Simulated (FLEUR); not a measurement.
# Co (volume factor 0.92 on the database's cell): anisotropy by force theorems

One state of Co (volume factor 0.92 on the database's cell) is converged without symmetry. Force theorems then give its anisotropy.

Main program and level: FLEUR MaX-R8.1; PBE; all-electron FLAPW, Dirac cores, scalar-relativistic bands.

This is a report of a sequence of runs, with most program output left out.

### 1. The starting structure

The structure is hexagonal, space group P6_3/mmc (No. 194). The conventional cell has a = 2.439 Å, b = 2.439 Å, c = 3.958 Å, α = 90.00°, β = 90.00°, γ = 120.00°. Co has 12 Co at 2.43 to 2.44 Å nearest.

The cell is strained on purpose: volume factor 0.92 on the database's cell.

### 2. Self-consistent state

The force theorems are single passes in this state's potential, so it has to be converged first.

No symmetry is used, so that later steps may turn the spins freely; k and −k are joined. inpgen writes inp.xml from crystal.txt; cutoffs, mixing, functional, smearing and local orbitals are then set in the file. The k list scf (kpts.xml, not shown) is a Γ-centred 14×14×8 mesh; where the ranks do not divide the number of points, some are split in two of half the weight.

The input, inp.xml:

```
<?xml version="1.0" encoding="UTF-8" standalone="no"?>
<fleurInput fleurInputVersion="0.39">
   <comment>
      Co
   </comment>
   <calculationSetup>
      <cutoffs Kmax="3.66" Gmax="11.0" GmaxXC="11.0" numbands="0"/>
      <scfLoop itmax="110" minDistance="0.00002" maxIterBroyd="15" imix="Anderson" alpha="0.05" precondParam="0.0" spinf="2.0" sdNocoIR="T"/>
      <coreElectrons ctail="F" frcor="F" kcrel="0" coretail_lmax="0"/>
      <xcFunctional name="pbe" relativisticCorrections="F"/>
      <magnetism jspins="2" l_noco="F" l_ss="F">
         <qss>0.0 0.0 0.0</qss>
         <mtNocoParams l_mperp="F" l_mtNocoPot="F" l_relaxSQA="F" mag_mixing_scheme="0" mix_RelaxWeightOffD="1.0" l_constrained="F" mix_constr="1.0"/>
         <sourceFreeMag l_sourceFree="F" l_scaleMag="F" mag_scale="1.0"/>
      </magnetism>
      <soc l_soc="F" theta="0.0" phi="0.0" spav="F"/>
      <expertModes spex="0" secvar="F"/>
      <geometryOptimization l_f="F" forcealpha="1.0" forcemix="BFGS" epsdisp="0.00001" epsforce="0.00001"/>
      <ldaU l_linMix="F" mixParam="0.05" spinf="1.0"/>
   </calculationSetup>
   <cell>
      <bzIntegration valenceElectrons="34.0" mode="hist" fermiSmearingEnergy="0.00183747">
         <kPointListSelection listName="scf"/>
         <xi:include xmlns:xi="http://www.w3.org/2001/XInclude" href="kpts.xml"> </xi:include>
      </bzIntegration>
      <xi:include xmlns:xi="http://www.w3.org/2001/XInclude" href="sym.xml"> </xi:include>
      <bulkLattice scale="1.0">
         <bravaisMatrix>
            <row-1>    4.6084169387138640    -0.0000000010204521     0.0000000000000000</row-1>
            <row-2>   -2.3042084684687607     3.9910061406788868     0.0000000000000000</row-2>
            <row-3>    0.0000000000000000     0.0000000000000000     7.4801771096518310</row-3>
         </bravaisMatrix>
      </bulkLattice>
   </cell>
   <atomSpecies>
      <species name="Cobalt (Co2.000" element="Co" atomicNumber="27">
         <mtSphere radius="2.24" gridPoints="741" logIncrement="0.016"/>
         <atomicCutoffs lmax="8" lnonsphr="6"/>
         <electronConfig flipSpins="F">
            <coreConfig>(1s1/2) (2s1/2) (2p1/2) (2p3/2)</coreConfig>
            <valenceConfig>(3s1/2) (3p1/2) (3p3/2) (4s1/2) (3d3/2) (3d5/2)</valenceConfig>
            <stateOccupation state="(3d3/2)" spinUp="1.5" spinDown="1.3"/>
            <stateOccupation state="(3d5/2)" spinUp="3.0" spinDown="1.2"/>
         </electronConfig>
         <energyParameters s="4" p="4" d="3" f="4"/>
         <lo type="SCLO" l="0" n="3" eDeriv="0"/>
         <lo type="SCLO" l="1" n="3" eDeriv="0"/>
      </species>
   </atomSpecies>
   <atomGroups>
      <atomGroup species="Cobalt (Co2.000">
         <relPos label="                   1">1.000/3.000 -1.000/3.000 1.000/4.000</relPos>
         <force calculate="T" relaxXYZ="TTT"/>
         <nocoParams  alpha="0.0" beta="0.0"/>
      </atomGroup>
      <atomGroup species="Cobalt (Co2.000">
         <relPos label="                   2">-1.000/3.000 1.000/3.000 -1.000/4.000</relPos>
         <force calculate="T" relaxXYZ="TTT"/>
         <nocoParams  alpha="0.0" beta="0.0"/>
      </atomGroup>
   </atomGroups>
   <output dos="F" band="F" slice="F">
      <bandDOS minEnergy="-.5*Htr" maxEnergy="0.5*Htr" sigma="0.015" storeEVData="T"/>
      <plotting iplot="0" polar="F">
         <plot TwoD="T" vec1="  1.0  0.0  0.0" vec2="  0.0  1.0  0.0" vec3="  0.0  0.0  1.0" zero="  0.0  0.0  0.0" file="plot"/>
      </plotting>
      <moessbauerParams electricFieldGradient="F" isomerShift="F" coreHyperfine="F" valenceHyperfine="F"/>
   </output>
</fleurInput>
```

The input, crystal.txt:

```
Co
&input film=F cartesian=F /
2.43866922234  -0.00000000054  0.00000000000
-1.21933461070  2.11194949825  0.00000000000
0.00000000000  0.00000000000  3.95833926000
1.8897261246
1.0 1.0 1.0

2
27 0.33333333333  0.66666666667  0.25000000000 : 2.000
27 0.66666666667  0.33333333333  0.75000000000 : 2.000

&kpt div1=14 div2=14 div3=8 gamma=T /
```

Started as:

```
$ OMP_NUM_THREADS=1 inpgen -f crystal.txt -nosym -noco > inpgen.log  # inp.xml is then edited as shown
$ OMP_NUM_THREADS=1 mpirun -n 4 fleur_MPI > fleur.log
```

It took 3.9 min on 4 MPI ranks of Arm Neoverse N1, shared host; peak memory 0.48 GiB.

This step gave:

```yaml
free_energy: -75836.7393 eV
program_s_band_gap_on_this_mesh_in_a_metal_only_a_level_spacing: 7.70e-7 eV
magnetization: 3.051 μB
final_state: ferromagnetic
largest_moment: 1.584 μB
```

After 20 cycles the largest moment stands at 1.58 μB.

### 3. Energy against the direction of the moments, rung 1

Anisotropy is a small difference, so it is taken from sums over occupied states at a frozen potential, where most errors cancel.

One pass with spin–orbit coupling for each direction, from the saved density. Inversion lets half of the mesh serve, which the program's warning doesn't know. The k list mae (kpts.xml, not shown) is a Γ-centred 18×18×10 mesh.

inp.xml, as its differences from that of step 2:

```diff
@@ -6,4 +6,4 @@
    <calculationSetup>
-      <cutoffs Kmax="3.66" Gmax="11.0" GmaxXC="11.0" numbands="0"/>
-      <scfLoop itmax="110" minDistance="0.00002" maxIterBroyd="15" imix="Anderson" alpha="0.05" precondParam="0.0" spinf="2.0" sdNocoIR="T"/>
+      <cutoffs Kmax="3.66" Gmax="11.0" GmaxXC="11.0" numbands="74"/>
+      <scfLoop itmax="1" minDistance="0.00002" maxIterBroyd="15" imix="Anderson" alpha="0.05" precondParam="0.0" spinf="2.0" sdNocoIR="T"/>
       <coreElectrons ctail="F" frcor="F" kcrel="0" coretail_lmax="0"/>
@@ -15,3 +15,3 @@
       </magnetism>
-      <soc l_soc="F" theta="0.0" phi="0.0" spav="F"/>
+      <soc l_soc="T" theta="0.0" phi="0.0" spav="F"/>
       <expertModes spex="0" secvar="F"/>
@@ -22,3 +22,3 @@
       <bzIntegration valenceElectrons="34.0" mode="hist" fermiSmearingEnergy="0.00183747">
-         <kPointListSelection listName="scf"/>
+         <kPointListSelection listName="mae"/>
          <xi:include xmlns:xi="http://www.w3.org/2001/XInclude" href="kpts.xml"> </xi:include>
@@ -68,2 +68,5 @@
    </output>
+   <forceTheorem>
+      <MAE theta="0.0 1.5707963 1.5707963 0.7853982" phi="0.0 0.0 0.5235988 0.0"/>
+   </forceTheorem>
 </fleurInput>
```

Started as:

```
$ OMP_NUM_THREADS=1 mpirun -n 4 fleur_MPI -warn_only > fleur.log
```

Wall time 3 min (4 MPI ranks); peak memory 1.3 GiB.

Anisotropy energies, by row:

| axis | x | y | z | band energy less the first axis' (meV a cell) |
| --- | --- | --- | --- | --- |
| [001] | 0 | 0 | 1 | 0 |
| [100] | 1 | 0 | 0 | 0.01706 |
| [210] | 0.866 | 0.5 | 0 | 0.01673 |
| 45 degrees from [001] toward [100] | 0.7071 | 0 | 0.7071 | 0.008436 |

Indices are those of the standard conventional cell; x, y, z give the same directions in the axes of the input.

### 4. Energy against the direction of the moments, rung 2

A second rung shows how far the first can be trusted.

The k list mae (kpts.xml, not shown) is a Γ-centred 26×26×14 mesh.

inp.xml is that of step 3.

Run time: 8.6 min. Hardware: 4 MPI ranks; peak memory 3.4 GiB.

Anisotropy energies, by row:

| axis | x | y | z | band energy less the first axis' (meV a cell) |
| --- | --- | --- | --- | --- |
| [001] | 0 | 0 | 1 | 0 |
| [100] | 1 | 0 | 0 | -9.25e-4 |
| [210] | 0.866 | 0.5 | 0 | -5.71e-4 |
| 45 degrees from [001] toward [100] | 0.7071 | 0 | 0.7071 | -0.001333 |

### 5. Spin–orbit coupling, moments along [001]

Spin–orbit coupling ties the spins to the lattice and lets orbital moments form.

A new self-consistent run of the start ferro ++, with the moments along z. The k list default-1 (kpts.xml, not shown) is a Γ-centred 26×26×14 mesh.

inp.xml, as its differences from that of step 2:

```diff
@@ -6,12 +6,8 @@
    <calculationSetup>
-      <cutoffs Kmax="3.66" Gmax="11.0" GmaxXC="11.0" numbands="0"/>
+      <cutoffs Kmax="3.66" Gmax="11.0" GmaxXC="11.0" numbands="74"/>
       <scfLoop itmax="110" minDistance="0.00002" maxIterBroyd="15" imix="Anderson" alpha="0.05" precondParam="0.0" spinf="2.0" sdNocoIR="T"/>
-      <coreElectrons ctail="F" frcor="F" kcrel="0" coretail_lmax="0"/>
+      <coreElectrons ctail="T" frcor="F" kcrel="0" coretail_lmax="0"/>
       <xcFunctional name="pbe" relativisticCorrections="F"/>
-      <magnetism jspins="2" l_noco="F" l_ss="F">
-         <qss>0.0 0.0 0.0</qss>
-         <mtNocoParams l_mperp="F" l_mtNocoPot="F" l_relaxSQA="F" mag_mixing_scheme="0" mix_RelaxWeightOffD="1.0" l_constrained="F" mix_constr="1.0"/>
-         <sourceFreeMag l_sourceFree="F" l_scaleMag="F" mag_scale="1.0"/>
-      </magnetism>
-      <soc l_soc="F" theta="0.0" phi="0.0" spav="F"/>
+      <magnetism jspins="2"/>
+      <soc l_soc="T" theta="0.0" phi="0.0" spav="F"/>
       <expertModes spex="0" secvar="F"/>
@@ -22,3 +18,3 @@
       <bzIntegration valenceElectrons="34.0" mode="hist" fermiSmearingEnergy="0.00183747">
-         <kPointListSelection listName="scf"/>
+         <kPointListSelection listName="default-1"/>
          <xi:include xmlns:xi="http://www.w3.org/2001/XInclude" href="kpts.xml"> </xi:include>
@@ -52,9 +48,4 @@
          <relPos label="                   1">1.000/3.000 -1.000/3.000 1.000/4.000</relPos>
-         <force calculate="T" relaxXYZ="TTT"/>
-         <nocoParams  alpha="0.0" beta="0.0"/>
-      </atomGroup>
-      <atomGroup species="Cobalt (Co2.000">
          <relPos label="                   2">-1.000/3.000 1.000/3.000 -1.000/4.000</relPos>
          <force calculate="T" relaxXYZ="TTT"/>
-         <nocoParams  alpha="0.0" beta="0.0"/>
       </atomGroup>
```

crystal.txt, as its differences from that of step 2:

```diff
@@ -12,2 +12,3 @@
 
-&kpt div1=14 div2=14 div3=8 gamma=T /
+&soc 0.0000000 0.0000000 /
+&kpt div1=26 div2=26 div3=14 gamma=T /
```

Started as:

```
$ OMP_NUM_THREADS=1 inpgen -f crystal.txt > inpgen.log  # inp.xml is then edited as shown
$ OMP_NUM_THREADS=1 mpirun -n 4 fleur_MPI > fleur.log
```

It took 8.4 min on 4 MPI ranks; peak memory 0.78 GiB; 34 min of CPU time.

Numbers from this step:

* free energy: -75836.7811 eV
* program's band gap on this mesh (in a metal only a level spacing): 0 eV
* magnetization: 3.104 μB
* final state: ferromagnetic
* largest moment: 1.609 μB
* orbital moment along the spin: 0.06508 μB

Orbital moment in the sphere, along the spin axis by atom:

| atom | orbital moment in the sphere, along the spin axis (μB) |
| --- | --- |
| Co1 | 0.0651 |
| Co2 | 0.0651 |

### 6. Outcome

```
reference state                                                             : ferromagnetic
largest sphere moment                                                       : 1.58 μB
easy direction of those tried                                               : not resolved
energy along [100] less [001], force theorem                                : -9.3e-4 meV a primitive cell
orbital moment on the atom of largest spin, along its spin (spin–orbit run) : 0.0651 μB
```

The lowest directions differ by less than these runs resolve; shape anisotropy is not included. The difference for the second direction goes from 0.017 meV (mesh 18×18×10, 74 states, 12 min of CPU time) to -9.3e-4 meV (mesh 26×26×14, 74 states, 34 min), so it is not converged. The orbital moment is parallel to the spin, as Hund's third rule has it for a shell over half filled. The state was typed, and no other order was converged beside it, so it need not be the ground state.

[Logs and program files are shortened in this print: banners, set-up blocks, solver, clock and traceback lines can be left out without a mark of their own.]

[Logs are printed without paths, hosts, clocks, repeated set-up lines and the standing remarks that a program may print on its own settings, such as how far it seeks lower states.]

[Hosts, paths, dates, database ids (printed as entryN), source tags and the programs' standing remarks are cut or masked in the printed files.]

[Where a cell is said to come from a database of computed structures, the database is the Materials Project.]
